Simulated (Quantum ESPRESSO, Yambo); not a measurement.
An input for Quantum ESPRESSO 7.5 (SiSnCl2 (chair-type functionalised monolayer)):

```
&control
  calculation = 'nscf'
  prefix = 'x'
  outdir = 'o'
  pseudo_dir = 'pseudo'
/
&system
  ibrav = 0
  nat = 4
  ntyp = 3
  ecutwfc = 84.0
  nbnd = 43
  force_symmorphic = .true.
/
&electrons
  conv_thr = 1e-9
  electron_maxstep = 80
  diago_full_acc = .true.
  diago_thr_init = 5e-6
/
ATOMIC_SPECIES
  Si 28.085 Si.upf
  Sn 118.71 Sn.upf
  Cl 35.45 Cl.upf
CELL_PARAMETERS angstrom
  4.4132413676 0.0000000001 0.0000000000
  -2.2066206839 3.8219791373 0.0000000000
  0.0000000000 0.0000000000 19.0000000000
ATOMIC_POSITIONS crystal
  Si 0.3333333333 0.6666666667 0.5266985250
  Sn 0.6666666667 0.3333333333 0.4878884819
  Cl 0.3333333333 0.6666666667 0.6368861791
  Cl 0.6666666667 0.3333333333 0.3635478666
K_POINTS automatic
  12 12 1 0 0 0
```

```sh
OMP_NUM_THREADS=1 mpirun -n 4 pw.x -nk 4 -in pw.in > pw.out
```

Question: Estimate wall time and host memory on 4 MPI ranks of Arm Neoverse V2, shared host.

It took 52 s; on shared hardware allow 26 s to 1.7 min. Peak host memory was 1.0 GiB.

[Paths, hosts, dates, memory and timing lines, banners, echoed tables and standing remarks are left out of the program output.]

[Logs are printed without paths, hosts, clocks, repeated set-up lines and the standing remarks that a program may print on its own settings, such as how far it seeks lower states.]

[Runs of the session that timed out or met a known fault of the program may be left out.]

[Hosts, paths, dates, database ids (printed as entryN), source tags and the programs' standing remarks are cut or masked in the printed files.]
